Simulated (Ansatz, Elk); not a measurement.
**How far do independent atoms describe ZnNi3B?**

Structure refinements treat a crystal as free atoms side by side. For a made-up structure of ZnNi3B (cell and positions from a PBEsol relaxation) the runs below show what the calculated density changes in F(hkl).

Method: DFT, PBE, all-electron APW+lo, Dirac cores, scalar-relativistic bands, static density, no spin, in Elk 11.2.3 (patched build).

The structure was built from a prototype and need not be the compound's stable phase.

### Step 1. The structure

Symmetry: Pm-3m, No. 221, cubic system. Conventional cell: a = 3.762 Å, b = 3.762 Å, c = 3.762 Å, α = 90.00°, β = 90.00°, γ = 90.00°. Nearest to Zn lie 12 Ni at 2.66 Å. Nearest to Ni lie 2 B at 1.88 Å and 4 Zn at 2.66 Å and 8 Ni at 2.66 Å. Nearest to B lie 6 Ni at 1.88 Å. Farther neighbours are not listed.

### Step 2. Ground state and structure factors

An all-electron density is needed, since X-rays see the cores too. Task 0 finds the density and task 195 Fourier-transforms it; tshift is off so that phases refer to the origin typed.

File elk.in:

```
tasks
  0
  195

xctype
  20

spinpol
  .false.

rgkmax
  7.0

gmaxvr
  14.0

lmaxo
  7

lmaxapw
  8

swidth
  0.002

tshift
  .false.

ramdisk
  .false.

hmaxvr
  5.5

maxscl
  120

epspot
  1e-06

sppath
  './'

avec
  7.10942800743 0.00000000000 0.00000000000
  0.00000000000 7.10942800743 -0.00000000000
  0.00000000000 0.00000000000 7.10942800743

atoms
  3
  'Zn.in'
  1
  0.0000000000 -0.0000000000 -0.0000000000   0.000000 0.000000 0.000000
  'Ni.in'
  3
  0.5000000000 0.5000000000 0.0000000000   0.000000 0.000000 0.000000
  0.5000000000 -0.0000000000 0.5000000000   0.000000 0.000000 0.000000
  -0.0000000000 0.5000000000 0.5000000000   0.000000 0.000000 0.000000
  'B.in'
  1
  0.5000000000 0.5000000000 0.5000000000   0.000000 0.000000 0.000000

ngridk
  6 6 6
```

Command:

```sh
$ OMP_NUM_THREADS=4 elk
```

Numbers of over 12 decimals in the logs are rounded to 6 here.

Log:

```text
┌─────────────────────────┐
│ Elk code version 11.2.3 │
└─────────────────────────┘

All units are atomic (Hartree, Bohr, etc.)

┌─────────────────────────────────────────────────┐
│ Ground-state run starting from atomic densities │
└─────────────────────────────────────────────────┘

Lattice vectors :
   7.109428007       0.000000000       0.000000000
   0.000000000       7.109428007      -0.000000000
   0.000000000       0.000000000       7.109428007

Reciprocal lattice vectors :
  0.8837821131      -0.000000000       0.000000000
   0.000000000      0.8837821131       0.000000000
  -0.000000000       0.000000000      0.8837821131

Unit cell volume      :    359.3386917
Brillouin zone volume :   0.6902964228

Muffin-tin inner radius fraction :   0.1000000000E-01

Nuclei treated as point charges

Species : 1 (Zn)
 parameters loaded from : Zn.in
 name : zinc
 nuclear charge    :   -30.00000000
 electronic charge :    30.00000000
 atomic mass :    119233.3130
 muffin-tin radius :    2.400000000
 number of radial points in muffin-tin :    993
 inner part over the whole radius :   0.9843840322E-02
 number on inner part of muffin-tin    :    701
 approximate nuclear radius :   0.7484757725E-04
 number of mesh points to nuclear radius :    337
 atomic positions (lattice), magnetic fields (Cartesian) :
  1 :   0.00000000  0.00000000  0.00000000    0.00000000  0.00000000  0.00000000

Species : 2 (Ni)
 parameters loaded from : Ni.in
 name : nickel
 nuclear charge    :   -28.00000000
 electronic charge :    28.00000000
 atomic mass :    106991.5231
 muffin-tin radius :    2.002693716
 number of radial points in muffin-tin :    993
 inner part over the whole radius :   0.9853628768E-02
 number on inner part of muffin-tin    :    697
 approximate nuclear radius :   0.7325707712E-04
 number of mesh points to nuclear radius :    338
 atomic positions (lattice), magnetic fields (Cartesian) :
  1 :   0.50000000  0.50000000  0.00000000    0.00000000  0.00000000  0.00000000
  2 :   0.50000000  0.00000000  0.50000000    0.00000000  0.00000000  0.00000000
  3 :   0.00000000  0.50000000  0.50000000    0.00000000  0.00000000  0.00000000

Species : 3 (B)
 parameters loaded from : B.in
 name : boron
 nuclear charge    :   -5.000000000
 electronic charge :    5.000000000
 atomic mass :    19707.24742
 muffin-tin radius :    1.502020287
 number of radial points in muffin-tin :    593
 inner part over the whole radius :   0.9807403680E-02
 number on inner part of muffin-tin    :    402
 approximate nuclear radius :   0.4534157419E-04
 number of mesh points to nuclear radius :    163
 atomic positions (lattice), magnetic fields (Cartesian) :
  1 :   0.50000000  0.50000000  0.50000000    0.00000000  0.00000000  0.00000000

Total number of atoms per unit cell :    5
Total muffin-tin volume :    173.0379171
 ratio of muffin-tin to unit cell volume :   0.4815454642

Spin treatment :
 spin-unpolarised

Number of Bravais lattice symmetries :   48
Number of crystal symmetries         :   48
Crystal has inversion symmetry
Real symmetric eigensolver will be used

k-point grid :      6     6     6
k-point offset :    0.000000000       0.000000000       0.000000000
k-point set is reduced with full crystal symmetry group
Total number of k-points :       20

Muffin-tin radius times maximum |G+k| :    7.000000000
 using average radius
Maximum |G+k| for APW functions       :    3.531749924
Maximum (1/2)|G+k|²                   :    6.236628765
Maximum |G| for potential and density :    14.00000000
Constant for pseudocharge density :    8
 order of it for each species :   15  15  15
 order of it for pair densities of each species (exact exchange by exxq0 0: 16) :   14  10   4
Radial integration step length :    1

G-vector grid sizes :     32    32    32
Number of G-vectors :    16663

Maximum angular momentum used for
 APW functions            :    8
 outer part of muffin-tin :    7
 inner part of muffin-tin :    2

Total nuclear charge    :   -119.0000000
[...]
electron entropic           :    -0.22323967592657E-02
 total energy                :     -6384.4428013214

Density of states at Fermi energy :    188.0929168
 (states/Hartree/unit cell)

Estimated indirect band gap :   0.3757580551E-03
 from k-point 8 to k-point 11
Estimated direct band gap   :   0.7262363519E-02
 at k-point 19

Charges :
 core                        :    50.00000000
 valence                     :    69.00000000
 interstitial                :    7.106850697
 muffin-tins (core leakage)
  species : 1 (Zn)
   atom 1                    :    28.28338999     (  0.8713890423E-04)
  species : 2 (Ni)
[...]
species : 3 (B)
[...]
total in muffin-tins        :    111.8931493
 total calculated charge     :    118.9924552
 total charge                :    119.0000000
 error                       :   0.7544785728E-02

RMS change in Kohn-Sham potential (target) :    1.982875022     (  0.1000000000E-05)
Absolute change in total energy (target)   :   0.5983934191E-01 (  0.1000000000E-03)

[... loops 3 to 17 left out ...]

┌──────────────────┐
│ Loop number : 18 │
└──────────────────┘

Energies :
 Fermi                       :     0.310674
 sum of occupied eigenvalues :     -3656.2018746417
 electron kinetic            :      6489.3316930736
 core electron kinetic       :      5797.0169329143
 Coulomb                     :     -12606.116555750
 Coulomb potential           :     -9799.0634876297
 nuclear-nuclear             :     -1075.6897525336
 electron-nuclear            :     -13296.722675528
 Hartree                     :      1766.2958723121
 Madelung                    :     -7706.5848119348
 xc potential                :     -346.47008008560
 exchange                    :     -261.00195862444
 correlation                 :     -5.670399
 electron entropic           :    -0.11269652553446E-02
 total energy                :     -6383.4583472234

Density of states at Fermi energy :    88.72866274
 (states/Hartree/unit cell)

Estimated indirect band gap :   0.1785349024E-02
 from k-point 14 to k-point 15
Estimated direct band gap   :   0.1664796303E-01
 at k-point 5

Charges :
 core                        :    50.00000000
 valence                     :    69.00000000
 interstitial                :    7.251255197
 muffin-tins (core leakage)
  species : 1 (Zn)
[...]
species : 2 (Ni)
[...]
species : 3 (B)
[...]
total in muffin-tins        :    111.7487448
 total calculated charge     :    118.9926178
 total charge                :    119.0000000
 error                       :   0.7382155101E-02

RMS change in Kohn-Sham potential (target) :   0.3197499618E-06 (  0.1000000000E-05)
Absolute change in total energy (target)   :   0.6196769391E-05 (  0.1000000000E-03)

Convergence targets achieved

┌──────────────────┐
│ Loop number : 19 │
└──────────────────┘

Energies :
 Fermi                       :     0.310674
 sum of occupied eigenvalues :     -3656.2018751628
 electron kinetic            :      6489.3317060992
 core electron kinetic       :      5797.0169291040
 Coulomb                     :     -12606.116573132
 Coulomb potential           :     -9799.0634785442
 nuclear-nuclear             :     -1075.6897525336
 electron-nuclear            :     -13296.722719461
 Hartree                     :      1766.2958988625
 Madelung                    :     -7706.5848338598
 xc potential                :     -346.47010271777
 exchange                    :     -261.00196015967
 correlation                 :     -5.670399
 electron entropic           :    -0.11269647249697E-02
 total energy                :     -6383.4583531167

Density of states at Fermi energy :    88.72861747
 (states/Hartree/unit cell)

Estimated indirect band gap :   0.1785351767E-02
 from k-point 14 to k-point 15
Estimated direct band gap   :   0.1664797307E-01
 at k-point 5

Charges :
 core                        :    50.00000000
 valence                     :    69.00000000
 interstitial                :    7.251254591
 muffin-tins (core leakage)
  species : 1 (Zn)
[...]
species : 2 (Ni)
[...]
atom 2                    :    26.44524049     (  0.2271186720E-02)
   atom 3                    :    26.44524049     (  0.2271186720E-02)
  species : 3 (B)
   atom 1                    :    3.470672301     (  0.5509821496E-03)
 total in muffin-tins        :    111.7487454
 total calculated charge     :    118.9926178
 total charge                :    119.0000000
 error                       :   0.7382154819E-02

┌──────────────────────────────┐
│ Self-consistent loop stopped │
└──────────────────────────────┘

Warning : core states of species 2 leak from the muffin-tin :   0.2271186720E-02

Warning : core states of species 3 leak from the muffin-tin :   0.5509821496E-03

Wrote STATE.OUT
```

Run time: 20 s. Hardware: 4 threads of Intel Xeon at 2.60GHz (Ice Lake), shared host; peak memory 0.17 GiB; 59 s of CPU time.

SFACRHO.OUT:

```text

h k l indices transformed by vhmat matrix:
   1.000000000       0.000000000       0.000000000    
   0.000000000       1.000000000       0.000000000    
   0.000000000       0.000000000       1.000000000    

      h      k      l  multipl.   |H|            Re(F)            Im(F)           |F|

      0      0      0      1   0.0000000       119.00000      0.31637706E-33   119.00000    
     -1      0      0      6  0.88378211      -1.9506701     -0.59889116E-14   1.9506701    
      1     -1      0     12   1.2498567       4.9629316     -0.19526175E-14   4.9629316    
     -1     -1     -1      8   1.5307555       83.493041      0.14575890E-13   83.493041    
      0      0     -2      6   1.7675642       83.192534      0.10140499E-13   83.192534    
     -1     -2      0     24   1.9761969     -0.50368190E-01 -0.52964494E-14  0.50368190E-01
      1     -2      1     24   2.1648152       3.8828940     -0.88987703E-14   3.8828940    
      0      2     -2     12   2.4997133       68.502049      0.29070697E-14   68.502049    
      0     -3      0      6   2.6513463      0.33002342     -0.12096059E-13  0.33002342    
     -1      2     -2     24   2.6513463      0.14596265     -0.15266993E-14  0.14596265    
      3      1      0     24   2.7947644       3.3413438     -0.84361426E-15   3.3413438    
      1     -3      1     24   2.9311737       57.816999      0.32912564E-14   57.816999    
     -2      2      2      8   3.0615110       58.890838     -0.72115203E-14   58.890838    
     -3      2      0     24   3.1865217      0.22221147     -0.16754675E-13  0.22221147    
     -3      1      2     48   3.3068099       3.1104806      0.19123229E-13   3.1104806    
      0     -4      0      6   3.5351285       52.071378      0.12702715E-13   52.071378    
      2     -2     -3     24   3.6439270      0.80576253E-01 -0.16469527E-13  0.80576253E-01
      4     -1      0     24   3.6439270     -0.85640032E-01 -0.23888884E-14  0.85640032E-01
```

Elk indexes on the primitive cell of elk.in and gives |H| = 4π sin θ/λ in inverse bohr. Below, one row stands for each form hkl of the conventional cell (m members, Friedel mates merged), F is for one primitive cell and the density is static (no thermal factor). Free-atom factors are Waasmaier and Kirfel's, and R is Σm||F|−|F'||/Σm|F|.

```csv
hkl,m,sin θ/λ (Å⁻¹),"abs F, DFT",neutral atoms,diff.
100,6,0.133,1.951,1.414,+0.537
110,12,0.188,4.963,4.967,-0.004
111,8,0.230,83.493,84.036,-0.543
200,6,0.266,83.192,83.653,-0.460
210,24,0.297,0.050,0.042,+0.009
211,24,0.326,3.883,3.867,+0.016
220,12,0.376,68.502,68.749,-0.247
300,6,0.399,0.330,0.164,+0.166
221,24,0.399,0.146,0.164,-0.018
310,24,0.420,3.341,3.440,-0.099
311,24,0.441,57.817,57.889,-0.072
222,8,0.460,58.891,58.991,-0.100
320,24,0.479,0.222,0.095,+0.127
321,48,0.497,3.111,3.136,-0.025
400,6,0.532,52.071,52.030,+0.042
322,24,0.548,0.081,0.004,+0.077
410,24,0.548,0.086,0.004,+0.082
411,24,0.564,3.034,2.876,+0.158
330,12,0.564,2.805,2.876,-0.071
331,24,0.579,45.160,45.142,+0.018
420,24,0.594,46.862,46.827,+0.035
421,48,0.609,0.141,0.084,+0.057
```

### Step 3. The highest occupied states alone

An energy window below the Fermi level keeps the highest occupied states, to see at which angles they scatter; shallow core shells can lie inside it and anion s states outside. No new self-consistency is needed.

elk.in, as its differences from that of step 2:

```diff
@@ -1,3 +1,2 @@
 tasks
-  0
   195
@@ -40,2 +39,5 @@
 
+wsfac
+  -0.240570 0.610670
+
 sppath
```

Command:

```sh
$ OMP_NUM_THREADS=4 elk
```

Log:

```text
┌─────────────────────────────────┐
│ Elk code version 11.2.3 started │
└─────────────────────────────────┘

Info(readinput): the functional depends on the density's gradient
 muffin-tin radial points multiplied by    2.00000
 (not where nrmtscf is given)

┌────────────────────┐
│ Current task : 195 │
└────────────────────┘
Info(checkmt): changed muffin-tin radius of species 2 (Ni) from   2.4000 to   2.0027
Info(checkmt): changed muffin-tin radius of species 3 (B) from   1.8000 to   1.5020

Info(sfacrho): density structure factors written to SFACRHO.OUT

 Energy window :  -0.2405700000      0.6106700000

┌──────────────────┐
│ Elk code stopped │
└──────────────────┘
```

Run time: 4.9 s. Hardware: 4 threads; peak memory 0.16 GiB.

States within 15 eV below the Fermi level hold 45.00 electrons; any levels below the window count with the cores. Their amplitudes can exceed the total, where window and core parts have opposite phase:

```csv
hkl,sin θ/λ (Å⁻¹),"abs F, window","abs F, all"
100,0.133,0.108,1.951
110,0.188,2.810,4.963
111,0.230,21.463,83.493
200,0.266,19.696,83.192
210,0.297,1.328,0.050
211,0.326,1.605,3.883
220,0.376,12.678,68.502
300,0.399,1.437,0.330
221,0.399,1.247,0.146
310,0.420,1.059,3.341
```

### Step 4. Another functional

The difference from free atoms is small, so it is set against the change that PBEsol makes.

elk.in, as its differences from that of step 3:

```diff
@@ -1,2 +1,3 @@
 tasks
+  0
   195
@@ -4,3 +5,3 @@
 xctype
-  20
+  22
 
@@ -39,5 +40,2 @@
 
-wsfac
-  -0.240570 0.610670
-
 sppath
```

Command:

```sh
$ OMP_NUM_THREADS=4 elk
```

Log:

```text
┌─────────────────────────┐
│ Elk code version 11.2.3 │
└─────────────────────────┘

All units are atomic (Hartree, Bohr, etc.)

┌─────────────────────────────────────────────────┐
│ Ground-state run starting from atomic densities │
└─────────────────────────────────────────────────┘

Lattice vectors :
   7.109428007       0.000000000       0.000000000
   0.000000000       7.109428007      -0.000000000
   0.000000000       0.000000000       7.109428007

Reciprocal lattice vectors :
  0.8837821131      -0.000000000       0.000000000
[...]
atom 3                    :    26.44310786     (  0.2313165908E-02)
  species : 3 (B)
   atom 1                    :    3.462514012     (  0.5699177404E-03)
 total in muffin-tins        :    111.7382099
 total calculated charge     :    118.9924703
 total charge                :    119.0000000
 error                       :   0.7529658429E-02

┌──────────────────────────────┐
│ Self-consistent loop stopped │
└──────────────────────────────┘

Warning : core states of species 2 leak from the muffin-tin :   0.2313165908E-02

Warning : core states of species 3 leak from the muffin-tin :   0.5699177404E-03

Wrote STATE.OUT
[key lines of the parts left out:]
total energy                :     -6378.1112520425
```

Elapsed: 20 s, on 4 threads; peak memory 0.18 GiB.

Against the first run R = 0.04 %; the largest change is -0.037 at 200.

### Step 5. A coarser k-mesh

About half the k-points along each axis test the sampling.

elk.in, as its differences from that of step 4:

```diff
@@ -5,3 +5,3 @@
 xctype
-  22
+  20
 
@@ -63,2 +63,2 @@
 ngridk
-  6 6 6
+  3 3 3
```

Command:

```sh
$ OMP_NUM_THREADS=4 elk
```

Log:

```text
┌─────────────────────────┐
│ Elk code version 11.2.3 │
└─────────────────────────┘

All units are atomic (Hartree, Bohr, etc.)

┌─────────────────────────────────────────────────┐
│ Ground-state run starting from atomic densities │
└─────────────────────────────────────────────────┘

Lattice vectors :
   7.109428007       0.000000000       0.000000000
   0.000000000       7.109428007      -0.000000000
   0.000000000       0.000000000       7.109428007

Reciprocal lattice vectors :
  0.8837821131      -0.000000000       0.000000000
[...]
atom 3                    :    26.45026399     (  0.2274358040E-02)
  species : 3 (B)
   atom 1                    :    3.467739999     (  0.5507072669E-03)
 total in muffin-tins        :    111.7580718
 total calculated charge     :    118.9926696
 total charge                :    119.0000000
 error                       :   0.7330417711E-02

┌──────────────────────────────┐
│ Self-consistent loop stopped │
└──────────────────────────────┘

Warning : core states of species 2 leak from the muffin-tin :   0.2274358040E-02

Warning : core states of species 3 leak from the muffin-tin :   0.5507072669E-03

Wrote STATE.OUT
[key lines of the parts left out:]
total energy                :     -6383.4566014164
```

The job ended after 11 s (4 threads; peak memory 0.17 GiB; 23 s of CPU time).

Against the first run R = 0.04 %; the largest change is -0.018 at 411.

### Step 6. Settings against the effect

```csv
run,R against the first run (%),"R against neutral atoms, low angle (%)",wall time
"PBE, rgkmax 7",0.00,0.85,20 s
PBEsol,0.04,0.88,20 s
k-mesh 3×3×3,0.04,0.84,11 s
```

### Step 7. Outcome

| Quantity | Value |
| --- | --- |
| R against neutral atoms, sin θ/λ < 0.3 Å⁻¹ | 0.85 % |
| R against neutral atoms, 0.3 to 0.82 Å⁻¹ | 0.58 % |

In words: Independent neutral atoms miss the calculated amplitudes by R = 0.85 % below 0.3 Å⁻¹ and 0.58 % from there to 0.82 Å⁻¹; by shells, 27.50 % below 0.15 Å⁻¹ (1 form), 0.60 % 0.15 to 0.3 (4 forms), 0.37 % 0.3 to 0.45 (6 forms), 0.64 % above 0.45 (32 forms). Bonding, aspherical density and the tables' own atoms all enter these figures, and the runs don't part them. The largest change of an amplitude is -0.54 electrons, at 111. R counts amplitudes alone; phases shift too. Weak lines can change much in proportion: 300 goes from 0.16 to 0.33. The window's part falls from 45.0 electrons at the origin to at most 8.81 between 0.45 and 0.82 Å⁻¹, where compact states inside the window still scatter. Below 0.3 Å⁻¹ the changes that finished (PBEsol and k-mesh 3×3×3) move F by R = 0.05 % at most, against the 0.85 % that separates it from free atoms. The basis has no finished test. These runs have no spin, though d or f shells may be open. Part of the difference isn't bonding: the tables are fits to free atoms and ions calculated by other methods than this functional. Thermal motion, anomalous dispersion and extinction are left out.

[Logs are printed without paths, hosts, clocks, repeated set-up lines and the standing remarks that a program may print on its own settings, such as how far it seeks lower states.]

[Hosts, paths, dates, database ids (printed as entryN), source tags and the programs' standing remarks are cut or masked in the printed files.]
